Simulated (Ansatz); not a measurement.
# A hypothetical structure for TiMnAg2S4

This structure for TiMnAg2S4 is made up. Its elements were placed in a known structure type with a cell scaled to their sizes. What cell does the guess relax to, and how far off was it?

Main program and level: Ansatz 0.2.0; DFT, PBEsol, plane-wave PAW, files of the set soft_1, scalar-relativistic, ferromagnetic start, cell and ions relaxed at zero pressure; PAW set soft_1, in the first sound run; inputs show where later runs differ.

### Step 1. The structure

It takes space group I-42m (No. 121, tetragonal). The conventional cell has a = 5.447 Å, b = 5.447 Å, c = 10.831 Å, α = 90.00°, β = 90.00°, γ = 90.00°. Nearest to Ag lie 4 S at 2.29 Å. Mn has 4 S at 2.44 Å nearest. Nearest to Ti lie 4 S at 2.40 Å. S has 2 Ag at 2.29 Å and 1 Ti at 2.40 Å and 1 Mn at 2.44 Å nearest. Farther neighbours and most contacts between anions are not listed.

### Step 2. Relaxing cell and atoms

The guess takes its coordinates from another compound and its volume from a rule, so the cell and any free coordinates are relaxed together.

input.yaml

```yaml
crystal:
  lattice:
    - [-2.7235, 2.7235, 5.4155]
    - [2.7235, -2.7235, 5.4155]
    - [2.7235, 2.7235, -5.4155]
  atoms:
    - { symbol: Ag, position: [0.75, 0.25, 0.5] }
    - { symbol: Ag, position: [0.25, 0.75, 0.5] }
    - { symbol: Mn, position: [0.0, 0.0, 0.0], spin: 4.0 }
    - { symbol: Ti, position: [0.5, 0.5, 0.0], spin: 1.0 }
    - { symbol: S, position: [0.1185, 0.1185, 0.5076] }
    - { symbol: S, position: [0.6109, 0.6109, 0.4924] }
    - { symbol: S, position: [0.3891, 0.8815, 0.0] }
    - { symbol: S, position: [0.8815, 0.3891, 0.0] }
magnetization:
  spin_polarized: true
kpoints:
  mp_grid: { grid: [7, 7, 7] }
scf:
  occupations: { method: fermi_dirac, width: 0.05 }
hamiltonian:
  xc: pbesol
  pseudopotentials: { kind: paw, azcp: { folder: soft_1 }, xc_functional: pbe }
relax:
  f_tol: 0.015
  max_steps: 70
  cell: {}
output:
  forces: true
  stress: true
```

The run is started by

```
ansatz run input.yaml --threads 4 --pin off --max-ram 10240MiB --backend cpu --events-out ev --progress --plain --runs-dir out
```

Numbers of over 12 decimals in the logs are rounded to 6 here.

What it wrote:

```text
Engine: ansatz 0.2.0, x86_64-unknown-linux-gnu
Pseudopotentials: kind: paw
Pseudopotential: Ag, paw, valence charge 19, recommended cutoff 420 eV (normal), soft_1/Ag.paw.azcp
Pseudopotential: Mn, paw, valence charge 15, recommended cutoff 420 eV (normal), soft_1/Mn.paw.azcp
Pseudopotential: Ti, paw, valence charge 12, recommended cutoff 420 eV (normal), soft_1/Ti.paw.azcp
Pseudopotential: S, paw, valence charge 6, recommended cutoff 420 eV (normal), soft_1/S.paw.azcp
Functional definition: PBEsol
  exchange = pbesol_x
  correlation = pbesol_c
Crystal: 8 atoms, lattice volume = 160.677 Å³
Basis set: ecut = 420 eV, 3083 PW (Γ), exchange–correlation on 90×90×90 points (8 copies of the dense FFT grid, shifted against one another)
Bands: 57, of which v1, the nominal top of the filled ones, is band 45 counted from 1 (44 counted from 0)
Symmetry: 8 space group operations
Space group: I-42m (ITA 121), of the structure as read, at distance tolerance 5.4e-5 Å
Magnetic group: BNS 121.327 (UNI 987), of the structure as read, at distance tolerance 5.4e-5 Å
k-points: 40 of 343 (time reversal used)
Non-local potential: Ag, projectors of the file, l = 0: 3, l = 1: 2, l = 2: 2, l = 3: 1
Non-local potential: Mn, projectors of the file, l = 0: 3, l = 1: 2, l = 2: 3, l = 3: 1
Non-local potential: Ti, projectors of the file, l = 0: 3, l = 1: 2, l = 2: 3, l = 3: 1
Non-local potential: S, projectors of the file, l = 0: 2, l = 1: 2, l = 2: 1
PAW form: soft (Blöchl's): semilocal exchange-correlation on the pseudo side does not see the compensation charge
PAW frozen core: Ag, regenerated for the run's functional, and the local potential with it (the file was generated under x = pbe(κ = 0.804, μ = 0.219515), c = pbe(β = 0.066725))
PAW frozen core: Mn, regenerated for the run's functional, and the local potential with it (the file was generated under x = pbe(κ = 0.804, μ = 0.219515), c = pbe(β = 0.066725))
PAW frozen core: Ti, regenerated for the run's functional, and the local potential with it (the file was generated under x = pbe(κ = 0.804, μ = 0.219515), c = pbe(β = 0.066725))
PAW frozen core: S, regenerated for the run's functional, and the local potential with it (the file was generated under x = pbe(κ = 0.804, μ = 0.219515), c = pbe(β = 0.066725))
PAW one-centre angular grid: Ag, 590 points (default); XC on 64 Gauss nodes
PAW one-centre angular grid: Mn, 590 points (default); XC on 64 Gauss nodes
PAW one-centre angular grid: Ti, 590 points (default); XC on 64 Gauss nodes
PAW one-centre angular grid: S, 110 points (default); XC on 64 Gauss nodes
Initial density: superposition of atomic densities (chi_scale 0.1, normalization cell, long waves kept (reshape's long-wave potential 0.03 eV rms))
Starting moments: Σ|m| = 5 μB on 2 of 8 sites
Initial wavefunctions: pseudopotential atomic-orbital guess
Functional: x = pbesol(κ = 0.804, μ = 0.123457), c = pbesol(β = 0.046)
SCF iter   1: F=—  HF=-24933.056725 eV  |F-HF|=—  |Δ(HF+E_count)|=         —  Δρ=7.02e-2 (↑7.02e-2 ↓6.73e-2)  dr2=5.17e1  dr2_m=4.55e-2  M=4.618 μB ∫|m|=4.742 μB  β_m=0.30  ethr=3.10e-3  ⟨swp⟩=7.9  Hψ=18662  notcnv=0  defer=17
Mixer restart at iter 1: flushing history
preconditioner: auto → Kerker (q_TF=auto, 2.472 Å⁻¹)  [metal: Δε(μ)=0.004 eV  Ē_g=7.350 eV  σ=0.050 eV  W_gap=0.02  n_scr=36 (ndim 8)  ℏωp=22.1 eV  f_vac=0.000  D(μ)=6.43/eV (n_scr^D=60)]
spin=Collinear: Kerker preconditioning applied to the charge; magnetization (m = ρ↑ − ρ↓) channel mixes plain (no charge-response kernel on spin).
SCF iter   2: F=—  HF=-24931.423719 eV  |F-HF|=—  |Δ(HF+E_count)|=    1.63e0  Δρ=2.41e-2 (↑2.41e-2 ↓2.04e-2)  dr2=8.11e0  dr2_m=8.28e-2  M=4.972 μB ∫|m|=5.074 μB  β_m=0.35  ethr=3.10e-3  ⟨swp⟩=3.2  Hψ=10114  notcnv=0  defer=212
SCF iter   3: F=—  HF=-24930.581737 eV  |F-HF|=—  |Δ(HF+E_count)|=   8.42e-1  Δρ=1.41e-2 (↑1.41e-2 ↓1.24e-2)  dr2=2.71e0  dr2_m=5.20e-2  M=4.999 μB ∫|m|=5.114 μB  β_m=0.55  ethr=3.10e-3  ⟨swp⟩=2.9  Hψ=6140  notcnv=0  defer=241
SCF iter   4: F=—  HF=-24929.868372 eV  |F-HF|=—  |Δ(HF+E_count)|=   7.13e-1  Δρ=8.11e-3 (↑7.56e-3 ↓8.11e-3)  dr2=2.97e-1  dr2_m=7.44e-3  M=5.000 μB ∫|m|=5.148 μB  β_m=0.78  ethr=3.04e-3  ⟨swp⟩=3.1  Hψ=7381  notcnv=0  defer=241
SCF iter   5: F=—  HF=-24930.087962 eV  |F-HF|=—  |Δ(HF+E_count)|=         —  Δρ=7.57e-3 (↑7.57e-3 ↓5.37e-3)  dr2=1.04e-1  dr2_m=4.21e-2  M=5.000 μB ∫|m|=5.111 μB  β_m=0.78  ethr=3.34e-4  ⟨swp⟩=2.9  Hψ=9674  notcnv=0  defer=253
Mixer restart at iter 5: flushing history
SCF iter   6: F=—  HF=-24930.069244 eV  |F-HF|=—  |Δ(HF+E_count)|=   1.87e-2  Δρ=2.88e-3 (↑1.98e-3 ↓2.88e-3)  dr2=3.11e-2  dr2_m=1.06e-3  M=5.000 μB ∫|m|=5.111 μB  β_m=0.74  ethr=1.17e-4  ⟨swp⟩=2.8  Hψ=8896  notcnv=0  defer=253
SCF iter   7: F=—  HF=-24930.066361 eV  |F-HF|=—  |Δ(HF+E_count)|=   2.88e-3  Δρ=1.77e-3 (↑1.77e-3 ↓7.48e-4)  dr2=4.55e-3  dr2_m=1.51e-3  M=5.000 μB ∫|m|=5.105 μB  β_m=0.77  ethr=3.49e-5  ⟨swp⟩=2.0  Hψ=8852  notcnv=0  defer=255
SCF iter   8: F=—  HF=-24930.065903 eV  |F-HF|=—  |Δ(HF+E_count)|=   4.59e-4  Δρ=6.50e-4 (↑6.50e-4 ↓5.63e-4)  dr2=2.42e-3  dr2_m=1.27e-4  M=5.000 μB ∫|m|=5.103 μB  β_m=0.70  ethr=5.11e-6  ⟨swp⟩=2.0  Hψ=8897  notcnv=0  defer=255
SCF iter   9: F=—  HF=-24930.065648 eV  |F-HF|=—  |Δ(HF+E_count)|=   2.55e-4  Δρ=2.57e-4 (↑2.57e-4 ↓2.12e-4)  dr2=5.94e-4  dr2_m=1.93e-5  M=5.000 μB ∫|m|=5.101 μB  β_m=0.85  ethr=2.72e-6  ⟨swp⟩=2.1  Hψ=6504  notcnv=0  defer=255
SCF iter  10: F=—  HF=-24930.065718 eV  |F-HF|=—  |Δ(HF+E_count)|=   7.06e-5  Δρ=1.09e-4 (↑1.08e-4 ↓1.09e-4)  dr2=1.36e-4  dr2_m=4.87e-7  M=5.000 μB ∫|m|=5.100 μB  β_m=0.90  ethr=6.68e-7  ⟨swp⟩=2.3  Hψ=6297  notcnv=0  defer=255
SCF iter  11: F=—  HF=-24930.065725 eV  |F-HF|=—  |Δ(HF+E_count)|=   6.55e-6  Δρ=5.75e-5 (↑4.93e-5 ↓5.75e-5)  dr2=2.61e-5  dr2_m=1.33e-7  M=5.000 μB ∫|m|=5.100 μB  β_m=0.95  ethr=1.53e-7  ⟨swp⟩=2.1  Hψ=6579  notcnv=0  defer=255
SCF iter  12: F=—  HF=-24930.065728 eV  |F-HF|=—  |Δ(HF+E_count)|=   2.95e-6  Δρ=3.41e-5 (↑3.41e-5 ↓1.74e-5)  dr2=7.01e-6  dr2_m=1.50e-7  M=5.000 μB ∫|m|=5.100 μB  β_m=0.90  ethr=2.93e-8  ⟨swp⟩=2.0  Hψ=7034  notcnv=0  defer=255
SCF iter  13: F=—  HF=-24930.065728 eV  |F-HF|=—  |Δ(HF+E_count)|=   2.36e-7  Δρ=8.67e-6 (↑6.66e-6 ↓8.67e-6)  dr2=5.15e-7  dr2_m=1.93e-8  M=5.000 μB ∫|m|=5.100 μB  β_m=0.95  ethr=7.87e-9  ⟨swp⟩=2.0  Hψ=7895  notcnv=0  defer=255
SCF iter  14: F=—  HF=-24930.065728 eV  |F-HF|=—  |Δ(HF+E_count)|=   2.52e-7  Δρ=6.52e-6 (↑6.52e-6 ↓4.65e-6)  dr2=3.72e-7  dr2_m=2.11e-9  M=5.000 μB ∫|m|=5.100 μB  β_m=0.98  ethr=5.79e-10  ⟨swp⟩=2.1  Hψ=6213  notcnv=0  defer=255
[...]
relax step   5: F+E_penalty+E_count = -24931.60643134 eV  Δ(F+E_penalty+E_count) = -5.255e-4 eV  max|allowed force component| = 1.582e-2 eV/Å  Δτ_max = 0.0024 Å  P = -0.010 GPa  Ω = 169.921 Å³  energy of the carried Pulay correction = -3.459e-3 eV  (8 SCF iters, dr2 threshold 4.46e-8 eV, accepted)
[...]
relax step   6: F+E_penalty+E_count = -24931.60670700 eV  Δ(F+E_penalty+E_count) = -2.757e-4 eV  max|allowed force component| = 1.090e-2 eV/Å  Δτ_max = 0.0008 Å  P = -0.002 GPa  Ω = 169.885 Å³  energy of the carried Pulay correction = -3.446e-3 eV  (8 SCF iters, dr2 threshold 1.56e-8 eV, accepted)
Basis set: ecut = 420 eV, 3323 PW (Γ), exchange–correlation on 96×96×96 points (8 copies of the dense FFT grid, shifted against one another)
Initial wavefunctions: pseudopotential atomic-orbital guess (no wavefunctions were taken with the density)
iter 1 solved again at ethr=6.58e-7 eV; its pass at ethr=3.10e-3 eV (dr2=5.85e-4 eV) is discarded
SCF iter   1: F=—  HF=-24931.610346 eV  |F-HF|=—  |Δ(HF+E_count)|=         —  Δρ=6.24e-5 (↑6.24e-5 ↓5.94e-5)  dr2=3.78e-6  dr2_m=2.02e-7  M=5.000 μB ∫|m|=5.080 μB  β_m=0.65  ethr=6.58e-7  ⟨swp⟩=4.0  Hψ=32239  notcnv=0
preconditioner: auto → Resta (q_TF=auto, 2.450 Å⁻¹)  ε∞=8.7  [insulator: Δε(μ)=0.555 eV  Ē_g=7.756 eV  σ=0.050 eV  W_gap=0.99  n_scr=36 (ndim 8)  ℏωp=21.5 eV  f_vac=0.032  D(μ)=0.01/eV (n_scr^D=0)  ε∞_Penn≈8.7]
spin=Collinear: Resta preconditioning applied to the charge; magnetization (m = ρ↑ − ρ↓) channel mixes plain (no charge-response kernel on spin).
SCF iter   2: F=—  HF=-24931.610315 eV  |F-HF|=—  |Δ(HF+E_count)|=   3.14e-5  Δρ=2.47e-5 (↑2.47e-5 ↓2.30e-5)  dr2=8.33e-7  dr2_m=3.95e-8  M=5.000 μB ∫|m|=5.080 μB  β_m=0.53  ethr=4.24e-9  ⟨swp⟩=2.1  Hψ=7985  notcnv=0
SCF iter   3: F=—  HF=-24931.610324 eV  |F-HF|=—  |Δ(HF+E_count)|=   9.55e-6  Δρ=1.15e-5 (↑1.15e-5 ↓1.13e-5)  dr2=8.81e-8  dr2_m=7.73e-9  M=5.000 μB ∫|m|=5.080 μB  β_m=0.65  ethr=9.36e-10  ⟨swp⟩=2.0  Hψ=6507  notcnv=0
SCF iter   4: F=—  HF=-24931.610328 eV  |F-HF|=—  |Δ(HF+E_count)|=   3.34e-6  Δρ=4.11e-6 (↑2.88e-6 ↓4.11e-6)  dr2=1.14e-7  dr2_m=5.33e-9  M=5.000 μB ∫|m|=5.081 μB  β_m=0.83  ethr=9.90e-11  ⟨swp⟩=2.0  Hψ=7925  notcnv=0
SCF iter   5: F=—  HF=-24931.610328 eV  |F-HF|=—  |Δ(HF+E_count)|=   2.57e-7  Δρ=2.61e-6 (↑2.61e-6 ↓1.40e-6)  dr2=2.39e-8  dr2_m=3.98e-9  M=5.000 μB ∫|m|=5.081 μB  β_m=0.91  ethr=9.90e-11  ⟨swp⟩=2.0  Hψ=7950  notcnv=0
SCF iter   6: F=—  HF=-24931.610328 eV  |F-HF|=—  |Δ(HF+E_count)|=  2.87e-10  Δρ=2.70e-6 (↑2.70e-6 ↓8.77e-7)  dr2=1.19e-8  dr2_m=2.16e-9  M=5.000 μB ∫|m|=5.081 μB  β_m=0.71  ethr=2.68e-11  ⟨swp⟩=2.0  Hψ=7988  notcnv=0
SCF iter   7: F=—  HF=-24931.610328 eV  |F-HF|=—  |Δ(HF+E_count)|=   3.52e-9  Δρ=2.98e-7 (↑2.98e-7 ↓2.43e-7)  dr2=5.09e-10  dr2_m=6.10e-12  M=5.000 μB ∫|m|=5.081 μB  β_m=0.85  ethr=1.34e-11  ⟨swp⟩=2.0  Hψ=7978  notcnv=0
SCF iter   8: F=—  HF=-24931.610328 eV  |F-HF|=—  |Δ(HF+E_count)|=   8.95e-8  Δρ=1.43e-7 (↑1.13e-7 ↓1.43e-7)  dr2=1.94e-10  dr2_m=6.97e-12  M=5.000 μB ∫|m|=5.081 μB  β_m=0.93  ethr=1.00e-12  ⟨swp⟩=2.1  Hψ=7242  notcnv=0
SCF iter   9: F=—  HF=-24931.610328 eV  |F-HF|=—  |Δ(HF+E_count)|=  8.00e-11  Δρ=6.43e-8 (↑6.43e-8 ↓3.71e-8)  dr2=2.21e-11  dr2_m=6.86e-13  M=5.000 μB ∫|m|=5.081 μB  β_m=0.96  ethr=1.00e-12  ⟨swp⟩=2.1  Hψ=5771  notcnv=0
SCF iter  10: F=—  HF=-24931.610328 eV  |F-HF|=—  |Δ(HF+E_count)|=  3.64e-12  Δρ=3.27e-8 (↑3.27e-8 ↓2.58e-8)  dr2=6.52e-12  dr2_m=5.35e-14  M=5.000 μB ∫|m|=5.081 μB  β_m=0.98  ethr=1.00e-12  ⟨swp⟩=1.0  Hψ=4560  notcnv=0
SCF iter  11: F=-24931.610328 eV  HF=-24931.610328 eV  |F-HF|=3.27e-11  |Δ(HF+E_count)|=  1.82e-11  Δρ=4.60e-8 (↑4.60e-8 ↓3.39e-8)  dr2=2.87e-11  dr2_m=6.70e-14  M=5.000 μB ∫|m|=5.081 μB  ethr=1.00e-12  ⟨swp⟩=2.9  Hψ=14168  notcnv=0
SCF 7 converged in 11 iterations: F = -24931.610328 eV  dr2 = 2.87e-11
relax step   7: F+E_penalty+E_count = -24931.61032788 eV  Δ(F+E_penalty+E_count) = -3.621e-3 eV  max|allowed force component| = 1.084e-2 eV/Å  Δτ_max = 0.0000 Å  P = -0.001 GPa  Ω = 169.885 Å³  stress off target by 2.91e-2 GPa  SCF on the basis re-selected at this cell (its energy is not comparable with the rows above)  (11 SCF iters)
basis re-selected at this cell: Δ(F+E_penalty+E_count) = -3.621e-3 eV, ΔP = +0.001 GPa vs the last step (what re-selecting the basis moved, of the pressure what is left beyond the Pulay correction that the steps carried, after the strain that the cell walked since its last selection, with what the two solves' SCF thresholds leave and, on support functions, any second-order correction that the steps lacked; it is no measure of the basis error at this ecutwfc). The dense FFT grid was sized anew with the basis: this SCF ran on 48×48×48 points, the steps before it on 45×45×45, so part of this shift can come from that change (see relax.cell in the input reference). [rest of the remark cut]
SCF converged after 11 iterations
Magnetization: 4.9998 μB (46.9999 up, 42.0001 down)
Absolute magnetization: 5.0818 μB (∫|ρ↑−ρ↓|, with the PAW one-centre terms)
Spin contamination: 0.0269 ħ² per cell (⟨S²⟩ above its minimum at these occupations)
Per-site moments (μB) at R_I (Å): [(0.028883, 1.025539), (0.028883, 1.025539), (3.842084, 0.970605), (0.228835, 0.940862), (0.024276, 0.940862), (0.024276, 0.940862), (0.024276, 0.940862), (0.024276, 0.940862)]
Free energy (F): -24931.610328 eV
Harris-Foulkes:  -24931.610328 eV  (|F-HF|=3.27e-11)
Internal energy: -24931.610198 eV  (E = F + TS)
E sigma→0 (E₀):  -24931.610263 eV
Entropy (-TS):   -0.000130 eV (-0.016 meV/atom)
Fermi energy:    8.378371 eV
--- Per-component energies (eV) ---
  E_band       = -1325.100592
  E_kinetic    = 1953.117204
  E_local      = -10893.195714  (includes V_loc(G=0)·N_el)
  E_nonlocal   = 736.565900
  E_hartree    = 4727.934442
  E_xc         = -888.094836
  E_vxc        = -1011.265889  (∫ρ·V_xc dr)
  E_paw        = -12464.068291  (= ΣΔE_a)
  E_vpaw       = -1566.191700  (= ΣTr[D̂ρ^β])
  E_aug_tail   = 0.000762  (compensation charges beyond the density's cutoff)
  E_ewald      = -8105.071977
  E_core_change = 1.202313  (= ΣΔE_core)
  E_smearing   = -0.000130  (= −TS)
  E_closure    = -0.000000  (closes the sum)
  Σ components = -24931.610328   (vs F -24931.610328, Δ=0.00e0)
--- Forces (eV/Å), atoms counted from 1 ---
  atom   1  Ag     0.00000000     0.00000000    -0.00000000
  atom   2  Ag     0.00000000    -0.00000000     0.00000000
  atom   3  Mn    -0.00000000    -0.00000000     0.00000000
  atom   4  Ti    -0.00000000    -0.00000000     0.00000000
  atom   5  S      0.00238157     0.00238157    -0.01083539
  atom   6  S     -0.00238157    -0.00238157    -0.01083539
  atom   7  S     -0.00238157     0.00238157     0.01083539
  atom   8  S      0.00238157    -0.00238157     0.01083539
  max |Σ_I F_I| component: 2.43e-17 eV/Å
--- Stress (GPa, compression-positive) ---
       -0.016609      -0.000000      -0.000000
        0.000000      -0.016609      -0.000000
        0.000000      -0.000000       0.029084
  P = ⅓ Tr σ = -0.0014 GPa (-0.014 kbar)
--- Relaxed structure (6 steps of the walk, 6 accepted, 1 SCFs on fresh bases) ---
  F+E_penalty+E_count = -24931.61032788 eV   max|allowed force component| = 1.084e-2 eV/Å   (the final SCF, on the basis selected at the relaxed cell)
  cell:  # Å, volume = 169.8848 Å³
    - [-2.749954, 2.749954, 5.616213]
    - [2.749954, -2.749954, 5.616213]
    - [2.749954, 2.749954, -5.616213]
  atoms:
    - { symbol: Ag, position: [0.750000, 0.250000, 0.500000] }
    - { symbol: Ag, position: [0.250000, 0.750000, 0.500000] }
    - { symbol: Mn, position: [4.942307362072765e-19, 6.559554039407972e-19, 1.6918888316737537e-19] }
    - { symbol: Ti, position: [0.5, 0.5, 1.6918888316737325e-19] }
    - { symbol: S, position: [0.143387, 0.143387, 0.511046] }
    - { symbol: S, position: [0.632341, 0.632341, 0.488954] }
    - { symbol: S, position: [0.367659, 0.856613, 0.0] }
    - { symbol: S, position: [0.856613, 0.367659, 0.0] }
```

It took 1.8 min on 4 threads of AMD EPYC 9R14 (Zen 4), shared host; peak memory 1 GiB; 7.1 min of CPU time.

Relaxation path:

```tsv
step	energy less that of the first step (eV)	largest force component (eV/Å)	pressure (GPa)	volume (Å³)
1	0.0000	2.9464	5.25	160.68
2	-1.3604	0.8538	1.83	165.18
3	-1.5293	0.1004	0.82	168.18
4	-1.5402	0.0061	-0.07	170.04
5	-1.5407	0.0158	-0.01	169.92
6	-1.5410	0.0109	0.00	169.88
7*	-1.5446	0.0108	0.00	169.88
```

Relaxation steps marked * repeat the geometry before them on a plane-wave basis chosen anew for their cell, so energy and pressure can jump there.

The run keeps the 8 symmetry operations that it works with, so distortions that break them were not tested.

```tsv
conventional cell, symmetrised	before	after	change
a (Å)	5.447	5.500	+1.0 %
b (Å)	5.447	5.500	+1.0 %
c (Å)	10.831	11.232	+3.7 %
volume (Å³/atom)	20.08	21.24	+5.7 %
```

The atoms that moved most (Å, as changes of fractional coordinates times the final cell):

```tsv
atom	dx	dy	dz	length
S6	-0.009	-0.009	0.260	0.261
S7	-0.009	0.009	-0.260	0.261
S8	0.009	-0.009	-0.260	0.261
S5	0.009	0.009	0.260	0.261
```

This step gave:

| Item | Value |
| --- | --- |
| free energy | -24931.6103 eV |
| energy at zero smearing | -24931.6103 eV |
| Fermi energy | 8.378 eV |
| gap by band count | 0.5557 eV |
| magnetization | 5.000 μB |
| absolute magnetization | 5.082 μB |
| site moments | 0.02888, 0.02888, 3.842, 0.2288, 0.02428, 0.02428, 0.02428, 0.02428 μB |
| electrons | 89 |
| symmetry operations | 8 |
| pressure | -0.001378 GPa |

Site moment by atom:

```tsv
atom	site moment (μB)
Ag1	0.03
Ag2	0.03
Mn3	3.84
Ti4	0.23
S5	0.02
S6	0.02
S7	0.02
S8	0.02
```

The shortest distance of each pair, which need not be the same contact before and after:

```tsv
pair	guess (Å)	relaxed (Å)
S–Ti	2.397	2.281
Mn–S	2.443	2.353
Ag–S	2.292	2.486
S–S	3.687	3.685
Ag–Ag	3.852	3.889
```

The relaxation ends with a largest force component of 0.011 eV/Å and a pressure of 0.00 GPa.

(Part 1 of 2 ends here.)

[Logs are printed without paths, hosts, clocks, repeated set-up lines and the standing remarks that a program may print on its own settings, such as how far it seeks lower states.]

[Hosts, paths, dates, database ids (printed as entryN), source tags and the programs' standing remarks are cut or masked in the printed files.]
